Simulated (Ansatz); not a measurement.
# SiC (Moissanite 3C, F-43m): phonons and vibrational spectra, part 3 of 3

Aim: the phonons of SiC (Moissanite 3C, F-43m) at a cell relaxed beforehand at this level. After the zone centre comes a 4×4×4 q mesh on a 12×12×12 k mesh.

Ansatz 0.2.0; DFT LDA, scalar-relativistic, plane waves, PAW; PAW set soft_1.

So far, highest frequency on the path or at a solved wavevector (cm⁻¹): step 3 (response at finite wavevector) 973.

### Step 4. Finite displacements in a supercell

Finite displacements in a 2×2×2 supercell give force constants from forces alone. They are exact at the wavevectors that the supercell holds, where they check the linear-response result.

input.yaml

```yaml
crystal:
  lattice:
    - [0.0, 2.1645341188, 2.1645341188]
    - [2.1645341188, 0.0, 2.1645341188]
    - [2.1645341188, 2.1645341188, 0.0]
  atoms:
    - { symbol: Si, position: [0.0, 0.0, 0.0] }
    - { symbol: C, position: [0.25, 0.25, 0.25] }
kpoints:
  mp_grid: { grid: [12, 12, 12] }
hamiltonian:
  xc: lda
  pseudopotentials: { kind: paw, azcp: { folder: soft_1 }, xc_functional: pbe }
scf:
  occupations: { method: fixed }
output:
  eigenvalues: true
phonons:
  method: fd
  supercell: [2, 2, 2]
  temperatures: { t_max: 1000, t_step: 50 }
  qpath:
    path:
      - [[0.0, 0.0, 0.0], [-0.5, -0.5, 0.0], [-0.375, -0.375, 0.25]]
      - [[-0.375, 0.0, 0.375], [0.0, 0.0, 0.0], [0.0, 0.0, 0.5], [-0.5, -0.25, 0.25], [-0.5, -0.5, 0.0]]
    npoints: 10
  non_analytic_term:
    high_frequency_dielectric_tensor: [[6.9206, 0.0, 0.0], [0.0, 6.9206, 0.0], [0.0, 0.0, 6.9206]]
    born_effective_charges:
      - { species: Si, tensor: [[2.7312, 0.0, 0.0], [0.0, 2.7312, 0.0], [0.0, 0.0, 2.7312]] }
      - { species: C, tensor: [[-2.7312, 0.0, 0.0], [0.0, -2.7312, 0.0], [0.0, 0.0, -2.7312]] }
    source: "zone-centre run at this cell"
```

Started as:

```console
$ ansatz run input.yaml --threads 4 --pin off --max-ram 10240MiB --backend cpu --events-out ev --progress --plain --runs-dir out
```

Numbers of over 12 decimals in the logs are rounded to 6 here.

What it wrote:

```text
[...]
Crystal: 16 atoms, lattice volume = 162.261 Å³
Basis set: ecut = 420 eV, 3143 PW (Γ)
Bands: 48, of which v1, the nominal top of the filled ones, is band 32 counted from 1 (31 counted from 0)
Symmetry: 192 space group operations
k-points: 16 of 216 (time reversal used)
[...]
SCF iter   1: F=—  HF=-6817.641028 eV  |F-HF|=—  |Δ(HF+E_count)|=         —  Δρ=7.85e-8  dr2=4.34e-12  ethr=1.00e-12  ⟨swp⟩=3.0  Hψ=1918  notcnv=0
[...]
SCF iter   2: F=-6817.641028 eV  HF=-6817.641028 eV  |F-HF|=2.73e-12  |Δ(HF+E_count)|=    0.00e0  Δρ=4.34e-8  dr2=1.35e-12  ethr=1.00e-12  ⟨swp⟩=2.9  Hψ=1524  notcnv=0
SCF 1 converged in 2 iterations: F = -6817.641028 eV  dr2 = 1.35e-12
[...]
Symmetry: 6 space group operations
k-points: 32 of 216 (time reversal used)
iter 1 solved again at ethr=4.16e-8 eV; its pass at ethr=3.10e-3 eV (dr2=2.67e-5 eV) is discarded
[...]
SCF iter   7: F=-6817.640945 eV  HF=-6817.640945 eV  |F-HF|=9.09e-13  |Δ(HF+E_count)|=  2.91e-11  Δρ=4.37e-8  dr2=3.40e-12  ethr=1.00e-12  ⟨swp⟩=5.1  Hψ=7362  notcnv=0
SCF 2 converged in 7 iterations: F = -6817.640945 eV  dr2 = 3.40e-12
[...]
SCF iter   4: F=-6817.640945 eV  HF=-6817.640945 eV  |F-HF|=1.82e-12  |Δ(HF+E_count)|=    0.00e0  Δρ=1.53e-8  dr2=3.91e-13  ethr=1.00e-12  ⟨swp⟩=6.0  Hψ=6159  notcnv=0
SCF 3 converged in 4 iterations: F = -6817.640945 eV  dr2 = 3.91e-13
[...]
SCF iter   7: F=-6817.640953 eV  HF=-6817.640953 eV  |F-HF|=0.00e0  |Δ(HF+E_count)|=  3.64e-12  Δρ=1.85e-8  dr2=7.75e-13  ethr=1.00e-12  ⟨swp⟩=6.0  Hψ=6280  notcnv=0
SCF 4 converged in 7 iterations: F = -6817.640953 eV  dr2 = 7.75e-13
[...]
SCF iter   4: F=-6817.640953 eV  HF=-6817.640953 eV  |F-HF|=2.73e-12  |Δ(HF+E_count)|=  6.37e-12  Δρ=1.86e-8  dr2=5.99e-13  ethr=1.00e-12  ⟨swp⟩=6.7  Hψ=6616  notcnv=0
SCF 5 converged in 4 iterations: F = -6817.640953 eV  dr2 = 5.99e-13
[...]
SCF converged after 2 iterations
Free energy (F): -6817.641028 eV
[...]
Internal energy: -6817.641028 eV  (E = F + TS)
E sigma→0 (E₀):  -6817.641028 eV
Fermi energy:    9.498478 eV
[...]
--- Band table (eV; the first three rows and the last of 16) ---
  k-point 0: bands = [... 28 lower, 8.4365, 9.4985, 9.4985, 9.4985, 10.7992, 10.7992, 10.7992, 13.7642, ... 12 higher]
  k-point 1: bands = [... 28 lower, 8.4903, 8.7781, 9.4027, 9.4027, 11.2794, 11.2794, 11.2794, 14.2634, ... 12 higher]
  k-point 2: bands = [... 28 lower, 8.6465, 8.6465, 9.1653, 9.1653, 12.1804, 12.1804, 12.1804, 14.3176, ... 12 higher]
  k-point 15: bands = [... 28 lower, 7.9544, 7.9544, 8.3905, 8.3905, 14.1831, 14.1831, 14.4799, 14.4799, ... 12 higher]
--- Phonons: 4 displaced members + reference (amplitude 0.0025 Å, Σ member SCF iterations 22) ---
  symmetry images taken by strict's conditions (phonons.symmetry_images: auto; settled by the asymmetry read); asymmetry of the core-correction force 6.3e-8 eV/Å at the most on a site, 7.4e-7 eV/Å summed over every site of the supercell
  ASR residual: 1.965e-4 → 0.000e0 eV/Å²; symmetrization residual: 6.302e-5 eV/Å²
  largest component of a force at the reference: 1.9e-16 eV/Å
  ASR residual per site (eV/Å²): 1.19e-5 1.97e-4
  Γ frequencies (cm⁻¹): 0.00 0.00 0.00 797.82 797.82 797.82
[...]
```

Elapsed: 13 s, on 4 threads of Arm Neoverse V2, shared host; peak memory 0.65 GiB; 49 s of CPU time.

Numbers from this step:

- atoms in the supercell: 16
- sum-rule residual before enforcement: 1.97e-4 eV/Å²

Interpolated from a 2×2×2 supercell, rough between the solved points, with the LO-TO term (at Γ the limit along the path; where Γ stands inside the path, tables give the limit on arrival). The phonon branches at the labelled points (cm⁻¹):

| point | branch 1 | branch 2 | branch 3 | branch 4 | branch 5 | branch 6 |
| --- | --- | --- | --- | --- | --- | --- |
| Γ | 0 | 0 | 0 | 798 | 798 | 973 |
| halfway | 252 | 252 | 409 | 781 | 781 | 921 |
| X | 365 | 365 | 635 | 767 | 767 | 830 |
| halfway | 359 | 399 | 618 | 767 | 771 | 824 |
| U | 339 | 465 | 575 | 768 | 774 | 815 |
| jump to K | 339 | 465 | 575 | 768 | 774 | 815 |
| halfway | 206 | 310 | 425 | 782 | 788 | 898 |
| Γ | 0 | 0 | 0 | 798 | 798 | 973 |
| halfway | 181 | 181 | 402 | 786 | 786 | 924 |
| L | 260 | 260 | 616 | 772 | 772 | 840 |
| halfway | 310 | 398 | 580 | 772 | 782 | 817 |
| W | 392 | 467 | 551 | 768 | 778 | 806 |
| halfway | 378 | 406 | 603 | 768 | 773 | 818 |
| X | 365 | 365 | 635 | 767 | 767 | 830 |

The phonon branches as a text plot (rows in cm⁻¹):

```
    953 |******                   **********
    912 |      **               **          **
    872 |        ***           *              **
    831 |           ***********                 ********    *****
    791 |*********     ****************************************
    750 |         ***********                            ********
    710 |
    669 |
    629 |           ****                         ***          ***
    588 |         **    ***                    **   ***     **
    547 |        *         **                          *****
    507 |                  * **               *
    466 |       *        ** *  *             *          ****
    426 |      *        *    ** *                      *    **
    385 |             **       *            *         *  ********
    345 |    **   *********      *         *         * **
    304 |       **         **   *                  ****
    264 |   *  *             **  ***      *    ******
    223 |    **                **            **
    182 |  *                     ****    *  *
    142 |   *                     ***      *
    101 | **                        **  * *
     61 | *                          *   *
     20 |*                            ***
         Γ           X  U|K            Γ         L        W     X
```

The phonon density of states has structure finer than the step of the table below, so its rows give means over 50 cm⁻¹, whole bins alone (the curve runs from 5 to 975 cm⁻¹). Peaks (cm⁻¹: height): 565.0: 0.0118, 775.0: 0.0972, 815.0: 0.0206.

Tetrahedra on a 26×26×26 mesh, mean over bins of 10 cm-1. Interpolated from a 2×2×2 supercell, rough between the solved points. The phonon density of states by wavenumber; means over each step:

| wavenumber (cm⁻¹) | phonon density of states (1/cm⁻¹/cell) |
| --- | --- |
| 50 | 1.5e-4 |
| 100 | 6.1e-4 |
| 150 | 0.00148 |
| 200 | 0.00306 |
| 250 | 0.00684 |
| 300 | 0.00984 |
| 350 | 0.0102 |
| 400 | 0.00606 |
| 450 | 0.00575 |
| 500 | 0.00315 |
| 550 | 0.00866 |
| 600 | 0.00407 |
| 650 | 9.6e-5 |
| 700 | 0 |
| 750 | 0.0137 |
| 800 | 0.0325 |
| 850 | 0.00829 |
| 900 | 0.00381 |
| 950 | 0.00176 |

At Γ the two methods differ by at most 0.0 cm⁻¹.

### Step 5. Results

* space group (within 0.01 Å): F-43m
* volume per atom: 10.1 Å³
* gap on the k-mesh: 1.30 eV
* highest optical mode at the zone centre (no LO-TO term): 798 cm⁻¹
* top of the zone-centre spectrum with the field: 973 cm⁻¹
* lowest optical zone-centre mode: 798 cm⁻¹
* mean high-frequency dielectric constant: 6.92
* mean static dielectric constant: 10.3
* largest Born charge (third of the trace): 2.73 e
* lowest mode on the q mesh (acoustic modes at Γ apart): 196 cm⁻¹
* highest frequency on the path or at a solved wavevector: 973 cm⁻¹
* zero-point energy per atom: 111 meV
* heat capacity at 300 K: 13.4 J/(mol atoms K)
* vibrational entropy at 300 K: 8.45 J/(mol atoms K)
* Debye temperature (second moment): 1190 K
* imaginary modes on the 4×4×4 q mesh: none

What this shows: The structure is a minimum as far as tested: no mode is imaginary at the 8 irreducible wavevectors of the 4×4×4 mesh, and the softest away from the acoustic zeros lies at 196 cm⁻¹. Without the field, the optical modes at Γ form one degenerate level at 798 cm⁻¹. The highest mode in this list at Γ, 797.8 cm⁻¹, is mostly motion of C (70 % of the kinetic energy). With the macroscopic field of the longitudinal modes the top of the zone-centre spectrum lies at 973 cm⁻¹, against 798 cm⁻¹ without it. Lattice motion raises the mean dielectric constant from 6.921 to 10.30. The strongest infrared line is at 798 cm⁻¹. On the path and the mesh, the widest gap between branches runs from 635 to 745 cm⁻¹. Finite displacements and linear response differ by 0.0 cm⁻¹ in the highest zone-centre mode. The program warns that the interpolation holds no quadrupole term, so branches close to Γ can be off in this crystal. The PAW files were made for PBE and serve the other functionals too. These are harmonic frequencies at zero temperature: anharmonic shifts, linewidths and thermal expansion are left out.

Comparison with the measured values:

```
                                    quantity  measured  LDA, PAW; PAW set soft_1
                     ε∞ (mean of the tensor)      6.49             6.92 (+6.6 %)
Raman mode, TO at Gamma (degenerate … (cm⁻¹)       796              798 (+0.2 %)
           infrared mode, TO at Gamma (cm⁻¹)     797.5              798 (+0.0 %)
```

Measured values from arxiv:astro-ph/9903031 (1999), arxiv:cond-mat/0701342 (2007) and arxiv:0803.1210 (2008).

Verdict: The ε∞ is off by +6.6 %: good agreement. The Raman mode is off by +0.2 %: good agreement. The infrared mode matches within 0.05 %: good agreement. The grades are ours: good and fair within 7 and 18 % for the ε∞, 3 and 7 % for the Raman mode and 3 and 7 % for the infrared mode. Zero-point motion and thermal motion (measured at up to 300 K) are not in the computed Raman mode and infrared mode.

[Logs are printed without paths, hosts, clocks, repeated set-up lines and the standing remarks that a program may print on its own settings, such as how far it seeks lower states.]

[Hosts, paths, dates, database ids (printed as entryN), source tags and the programs' standing remarks are cut or masked in the printed files.]
